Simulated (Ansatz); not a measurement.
# Which metal contacts puckered SnSe? The Schottky-Mott estimate

If a metal and one layer of puckered SnSe lined up by their vacuum levels alone, the barrier for electrons would be the work function less the affinity, and that for holes the ionisation energy less the work function. What does that give for common contact metals?

How it was computed: Ansatz 0.2.0, plane waves with PAW datasets (its set soft_2), PBE. Layers: cell and atoms relaxed with a dispersion term, band edges read against the vacuum level. Here the gap is 1.14 eV, the ionisation energy 4.48 eV and the affinity 3.34 eV. Metals: relaxed slabs of 7 layers at the tabulated experimental lattice constant, Fermi-Dirac smearing of 0.1 eV, Ni with spin. Labels allow 0.1 eV either way.

What came out:

```
   metal  work function (eV)  barrier for electrons (eV)  barrier for holes (eV)           by the rule
Sc(0001)                3.59                        0.25                    0.89     favours electrons
 Al(111)                4.03                        0.69                    0.45         favours holes
Hf(0001)                4.33                        0.99                    0.15         favours holes
Ti(0001)                4.37                        1.03                    0.11         favours holes
 Ag(111)                4.49                        1.15                   −0.01   at the valence edge
 Mo(110)                4.56                        1.22                   −0.08   at the valence edge
 Cu(111)                4.82                        1.48                   −0.34  no barrier for holes
  W(110)                4.84                        1.50                   −0.36  no barrier for holes
Ru(0001)                5.01                        1.67                   −0.53  no barrier for holes
 Ni(111)                5.06                        1.72                   −0.58  no barrier for holes
 Pd(111)                5.24                        1.90                   −0.76  no barrier for holes
 Au(111)                5.27                        1.93                   −0.79  no barrier for holes
 Pt(111)                5.71                        2.37                   −1.23  no barrier for holes
```

**Reading.** By the rule the Fermi level lies over the conduction edge for 0, inside the gap for 4 and under the valence edge for 9 of the 13 metals. The middle of the gap lies 3.91 eV under the vacuum level: metals with a smaller work function favour electrons, those with a larger one holes. Worked for Cu(111): 4.82 − 3.34 = 1.48 eV and 4.48 − 4.82 = −0.34 eV, which add up to the gap, 1.14 eV.

What the numbers leave out: This is the limit without any interaction. A real contact lowers the metal's work function by compressing its electron tail, moves charge and can pin the Fermi level, so barriers at bonded contacts depend far less on the metal; van der Waals contacts come nearer to the rule. The layer is built from a prototype, and its stability was not tested. PBE gaps usually lie under quasiparticle gaps, which makes the two barriers together too small, and a missing barrier can be an artefact of that. Spin-orbit coupling is left out. The table is a selection: not every member that was run is listed.

[Logs are printed without paths, hosts, clocks, repeated set-up lines and the standing remarks that a program may print on its own settings, such as how far it seeks lower states.]
